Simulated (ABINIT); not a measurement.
**A GW chain in ABINIT: TaAgO3 (Pm-3m)**

Wanted: ground state, empty states, screening and self-energy for TaAgO3 (Pm-3m).

Calculated with ABINIT 10.8.3; PBEsol and many-body steps on it, plane waves.

## Step 1: Starting point

Symmetry: Pm-3m, No. 221, cubic system. Conventional cell: a = 3.999 Å, b = 3.999 Å, c = 3.999 Å, α = 90.00°, β = 90.00°, γ = 90.00°. Ta has 6 O at 2.00 Å nearest. Ag has 12 O at 2.83 Å nearest. Nearest to O lie 2 Ta at 2.00 Å. Farther neighbours and most contacts between anions are not listed.

The cell and positions are those that the Materials Project relaxed with its own functionals (PBE, PBE+U or r2SCAN), kept fixed. Spin-orbit coupling is left out unless a step names it.

## Step 2: Ground state

This step: ABINIT 10.8.3; DFT, PBEsol, plane waves, norm-conserving pseudopotentials.

The ground-state density comes first.

The input, run.abi:

```
acell 3*1.0 Angstrom
rprim 
  3.999370000000 0.000000000000 0.000000000000
  0.000000000000 3.999370000000 0.000000000000
  0.000000000000 0.000000000000 3.999370000000
ntypat 3
znucl 73 47 8
natom 5
typat 1 2 3 3 3
xred 
  0.000000000000 0.000000000000 0.000000000000
  0.500000000000 0.500000000000 0.500000000000
  0.000000000000 0.000000000000 0.500000000000
  0.000000000000 0.500000000000 0.000000000000
  0.500000000000 0.000000000000 0.000000000000
pp_dirpath "pseudos"
pseudos "Ta.upf, Ag.upf, O.upf"
ecut 37
ngkpt 6 6 6
nshiftk 1
shiftk 0 0 0
kptopt 1
chksymbreak 0
nband 31
occopt 1
tolvrs 1e-10
nstep 60
prtwf 0
optforces 0
optstress 0
indata_prefix "in"
outdata_prefix "out"
tmpdata_prefix "tmp"
```

On the command line:

```console
> OMP_NUM_THREADS=1 mpirun -n 4 abinit run.abi > log
```

Numbers of over 12 decimals in the logs are rounded to 6 here.

The log of the run:

```text
.Version 10.8.3 of ABINIT. v10.8.2 released Aug 2026.

 Symmetries : space group Pm -3 m (#221); Bravais cP (primitive cubic)
================================================================================
 Values of the parameters that define the memory need of the present run
     intxc =       0    ionmov =       0      iscf =       7    lmnmax =       8
     lnmax =       8     mgfft =      45  mpssoang =       4    mqgrid =    3001
     natom =       5  nloc_mem =       1    nspden =       1   nspinor =       1
    nsppol =       1      nsym =      48    n1xccc =    2501    ntypat =       3
    occopt =       1   xclevel =       2
-    mband =          31        mffmem =           1         mkmem =           5
       mpw =        4661          nfft =       91125          nkpt =          20
================================================================================
  Rough estimation (10% accuracy) of disk space for files :
================================================================================

--------------------------------------------------------------------------------
------------- Echo of variables that govern the present computation ------------
--------------------------------------------------------------------------------
 -outvars: echo values of preprocessed input variables --------
            acell      1.8897261259E+00  1.8897261259E+00  1.8897261259E+00 Bohr

      chksymbreak           0
             ecut      3.70000000E+01 Hartree
-          fftalg         312

              ixc     -116133
              kpt      0.00000000E+00  0.00000000E+00  0.00000000E+00
                       1.66666667E-01  0.00000000E+00  0.00000000E+00
                       3.33333333E-01  0.00000000E+00  0.00000000E+00
                       5.00000000E-01  0.00000000E+00  0.00000000E+00
                       1.66666667E-01  1.66666667E-01  0.00000000E+00
                       3.33333333E-01  1.66666667E-01  0.00000000E+00
                       5.00000000E-01  1.66666667E-01  0.00000000E+00
                       3.33333333E-01  3.33333333E-01  0.00000000E+00
                       5.00000000E-01  3.33333333E-01  0.00000000E+00
   [... 9 further rows ...]
                       5.00000000E-01  5.00000000E-01  3.33333333E-01
                       5.00000000E-01  5.00000000E-01  5.00000000E-01
         kptrlatt        6    0    0      0    6    0      0    0    6
          kptrlen      4.53462839E+01
P           mkmem           5
            natom           5
            nband          31
            ngfft          45      45      45
             nkpt          20
            nstep          60
             nsym          48
           ntypat           3
              occ      2.000000  2.000000  2.000000  2.000000  2.000000  2.000000
                       2.000000  2.000000  2.000000  2.000000  2.000000  2.000000
                       2.000000  2.000000  2.000000  2.000000  2.000000  2.000000
                       2.000000  2.000000  2.000000  2.000000  2.000000  2.000000
                       2.000000  0.000000  0.000000  0.000000  0.000000  0.000000
                       0.000000
        optforces           0
        optstress           0
            prtwf           0
            rprim      3.9993700000E+00  0.0000000000E+00  0.0000000000E+00
[...]
spgroup         221

           tolvrs      1.00000000E-10

             xred      0.0000000000E+00  0.0000000000E+00  0.0000000000E+00
[...]
znucl       73.00000   47.00000    8.00000

================================================================================

 chkinp: Checking input parameters for consistency.

================================================================================
== DATASET  1 ==================================================================
-   mpi_nproc: 4, omp_nthreads: 1 (-1 if OMP is not activated)

--- !DatasetInfo
iteration_state: {dtset: 1, }
dimensions: {natom: 5, nkpt: 20, mband: 31, nsppol: 1, nspinor: 1, nspden: 1, mpw: 4661, }
cutoff_energies: {ecut:  37.0, pawecutdg:  -1.0, }
electrons: {nelect:   5.00000000E+01, charge:   0.00000000E+00, occopt:   1.00000000E+00, tsmear:   1.00000000E-02, }

 Real(R)+Recip(G) space primitive vectors, cartesian coordinates (Bohr,Bohr^-1):
 R(1)=  7.5577140  0.0000000  0.0000000  G(1)=  0.1323151  0.0000000  0.0000000
 R(2)=  0.0000000  7.5577140  0.0000000  G(2)=  0.0000000  0.1323151  0.0000000
 R(3)=  0.0000000  0.0000000  7.5577140  G(3)=  0.0000000  0.0000000  0.1323151
 Unit cell volume ucvol=  4.3168937E+02 bohr^3
 Angles (23,13,12)=  9.00000000E+01  9.00000000E+01  9.00000000E+01 degrees

 getcut: wavevector=  0.0000  0.0000  0.0000  ngfft=  45  45  45
         ecut(hartree)=     37.000   => boxcut(ratio)=   2.12616

--- Pseudopotential description ------------------------------------------------
- Ta Generated using ONCVPSP code by D. R. Hamann
- 73.00000  13.00000  180301                  znucl, zion, pspdat
12 -116133 3 -1 1432                          pspcod,pspxc,lmax,lloc,mmax
     nproj     2     2     2     2
  pspatm : epsatm=   21.70780620
         --- l  ekb(1:nproj) -->
[...]
pspatm: atomic psp has been read  and splines computed

- Ag Generated using ONCVPSP code by D. R. Hamann
- 47.00000  19.00000  180301                  znucl, zion, pspdat
12 -116133 2 -1 1538                          pspcod,pspxc,lmax,lloc,mmax
     nproj     2     2     2     0
  pspatm : epsatm=   27.64581140
         --- l  ekb(1:nproj) -->
[...]
pspatm: atomic psp has been read  and splines computed

- O Generated using ONCVPSP code by D. R. Hamann
-  8.00000   6.00000  180301                  znucl, zion, pspdat
12 -116133 2 -1 936                           pspcod,pspxc,lmax,lloc,mmax
     nproj     2     2     1     0
  pspatm : epsatm=    6.22910120
         --- l  ekb(1:nproj) -->
[...]
2   -1.335834
 pspatm: atomic psp has been read  and splines computed

   3.40204606E+03                                ecore*ucvol(ha*bohr**3)
--------------------------------------------------------------------------------

_setup2: Arith. and geom. avg. npw (full set) are    4641.079    4641.064

================================================================================

--- !BeginCycle
iteration_state: {dtset: 1, }
solver: {iscf: 7, nstep: 60, nline: 4, wfoptalg: 0, }
tolerances: {tolvrs: 1.00E-10, }

     iter   Etot(hartree)      deltaE(h)  residm     vres2
 ETOT  1  -268.61905740041    -2.686E+02 2.208E-01 2.588E+03
 ETOT  2  -267.85341323073     7.656E-01 3.287E-02 5.525E+03
 ETOT  3  -269.49959120441    -1.646E+00 5.707E-02 2.772E+02
 ETOT  4  -269.54545780236    -4.587E-02 2.595E-02 7.358E+01
 ETOT  5  -269.54838207119    -2.924E-03 8.603E-04 3.926E+01
 ETOT  6  -269.55510573526    -6.724E-03 2.737E-02 9.143E-01
 ETOT  7  -269.55532965111    -2.239E-04 5.831E-03 1.847E-01
 ETOT  8  -269.55536541630    -3.577E-05 6.861E-04 7.071E-03
 ETOT  9  -269.55536677969    -1.363E-06 1.454E-04 1.465E-04
 ETOT 10  -269.55536679469    -1.501E-08 3.785E-05 1.693E-07
 ETOT 11  -269.55536679477    -7.168E-11 3.522E-05 2.294E-09
 ETOT 12  -269.55536679476     4.377E-12 3.696E-05 2.756E-10
 ETOT 13  -269.55536679476     5.684E-12 3.340E-05 9.690E-12

 At SCF step   13       vres2   =  9.69E-12 < tolvrs=  1.00E-10 =>converged.

--- !ResultsGS
iteration_state: {dtset: 1, }
comment   : Summary of ground state results
lattice_vectors:
- [  7.5577140,   0.0000000,   0.0000000, ]
- [  0.0000000,   7.5577140,   0.0000000, ]
- [  0.0000000,   0.0000000,   7.5577140, ]
lattice_lengths: [   7.55771,    7.55771,    7.55771, ]
lattice_angles: [ 90.000,  90.000,  90.000, ] # degrees, (23, 13, 12)
lattice_volume:   4.3168937E+02
convergence: {deltae:  5.684E-12, res2:  9.690E-12, residm:  3.340E-05, diffor:  0.000E+00, }
etotal    :  -2.69555367E+02
entropy   :   0.00000000E+00
fermie    :   2.22611329E-01
cartesian_stress_tensor: null
pressure_GPa: null
xred      :
- [  0.0000E+00,   0.0000E+00,   0.0000E+00, Ta]
- [  5.0000E-01,   5.0000E-01,   5.0000E-01, Ag]
- [  0.0000E+00,   0.0000E+00,   5.0000E-01,  O]
- [  0.0000E+00,   5.0000E-01,   0.0000E+00,  O]
- [  5.0000E-01,   0.0000E+00,   0.0000E+00,  O]
cartesian_forces: null
force_length_stats: {min: null, max: null, mean: null, }

 Integrated electronic density in atomic spheres:
 ------------------------------------------------
 Atom  Sphere_radius  Integrated_density
[...]
================================================================================

 ----iterations are completed or convergence reached----

 Mean square residual over all n,k,spin=   84.190E-09; max=  33.401E-06
 reduced coordinates (array xred) for    5 atoms
       0.000000000000      0.000000000000      0.000000000000
       0.500000000000      0.500000000000      0.500000000000
       0.000000000000      0.000000000000      0.500000000000
       0.000000000000      0.500000000000      0.000000000000
       0.500000000000      0.000000000000      0.000000000000
 rms dE/dt=  0.0000E+00; max dE/dt=  0.0000E+00; dE/dt below (all hartree)
    1       0.000000000000      0.000000000000      0.000000000000
    2       0.000000000000      0.000000000000      0.000000000000
    3       0.000000000000      0.000000000000      0.000000000000
    4       0.000000000000      0.000000000000      0.000000000000
    5       0.000000000000      0.000000000000      0.000000000000

 cartesian coordinates (angstrom) at end:
    1      0.000000     0.000000     0.000000
    2      1.999685     1.999685     1.999685
    3      0.000000     0.000000     1.999685
    4      0.000000     1.999685     0.000000
    5      1.999685     0.000000     0.000000
 length scales=  1.889726125908  1.889726125908  1.889726125908 bohr
              =  1.000000000000  1.000000000000  1.000000000000 angstroms
 prteigrs : about to open file out_EIG
 Fermi (or HOMO) energy (hartree) =   0.22261   Average Vxc (hartree)=  -0.43593
 Eigenvalues (hartree) for nkpt=  20  k points:
 kpt#   1, nband= 31, wtk=  0.00463, kpt=  0.0000  0.0000  0.0000 (reduced coord)
  -3.04547   -2.27319   -1.70627   -1.70627   -1.70627   -1.04132   -1.04132   -1.04132
  -0.43258   -0.40214   -0.40214    0.10850    0.10850    0.10850    0.16158    0.16158
   0.16477    0.16477    0.16477    0.17232    0.17232    0.17232    0.18141    0.18141
   0.18141    0.28096    0.30187    0.30187    0.30187    0.45683    0.45683
 prteigrs : prtvol=0 or 1, do not print more k-points.

--- !EnergyTerms
iteration_state     : {dtset: 1, }
comment             : Components of total free energy in Hartree
kinetic             :  1.03149105955939E+02
hartree             :  6.14443733492543E+01
xc                  : -4.99903136013552E+01
Ewald energy        : -1.83621520141871E+02
psp_core            :  7.88077327802366E+00
local_psp           : -2.03059143324090E+02
non_local_psp       : -5.35864231065579E+00
total_energy        : -2.69555366794756E+02
total_energy_eV     : -7.33497520052918E+03
band_energy         : -2.57306012290777E+01

== END DATASET(S) ==============================================================
================================================================================

 -outvars: echo values of variables after computation  --------
           etotal     -2.6955536679E+02
            nband          31
             nkpt          20
          spgroup         221
 [... the other variables as echoed above ...]

 Calculation completed.
```

It took 46 s on 4 MPI ranks of Arm Neoverse V1, shared host; peak memory 0.35 GiB; 3.1 min of CPU time.

Numbers from this step:

* total energy: -7334.9752 eV
* gap: 1.588 eV
* k of the valence top: 0.5, 0.5, 0
* k of the conduction bottom: 0, 0, 0
* least direct gap: 2.171 eV

The gap is indirect, with the least direct gap 0.58 eV higher.

[end of part 1 of 3]

[Paths, hosts, dates, memory and timing lines, banners, echoed tables and standing remarks are left out of the program output.]

[Logs are printed without paths, hosts, clocks, repeated set-up lines and the standing remarks that a program may print on its own settings, such as how far it seeks lower states.]

[Runs of the session that timed out or met a known fault of the program may be left out.]

[Hosts, paths, dates, database ids (printed as entryN), source tags and the programs' standing remarks are cut or masked in the printed files.]

[G0W0 gaps are taken among the corrected bands and points alone; a level outside them can change the order at an edge.]

[Where Ansatz stands beside ABINIT at settings called matched, ABINIT's density can come from a denser mesh and the files from another edition; pairs whose starting gaps differed by over 0.03 eV were left out, so agreement reads better than it is.]
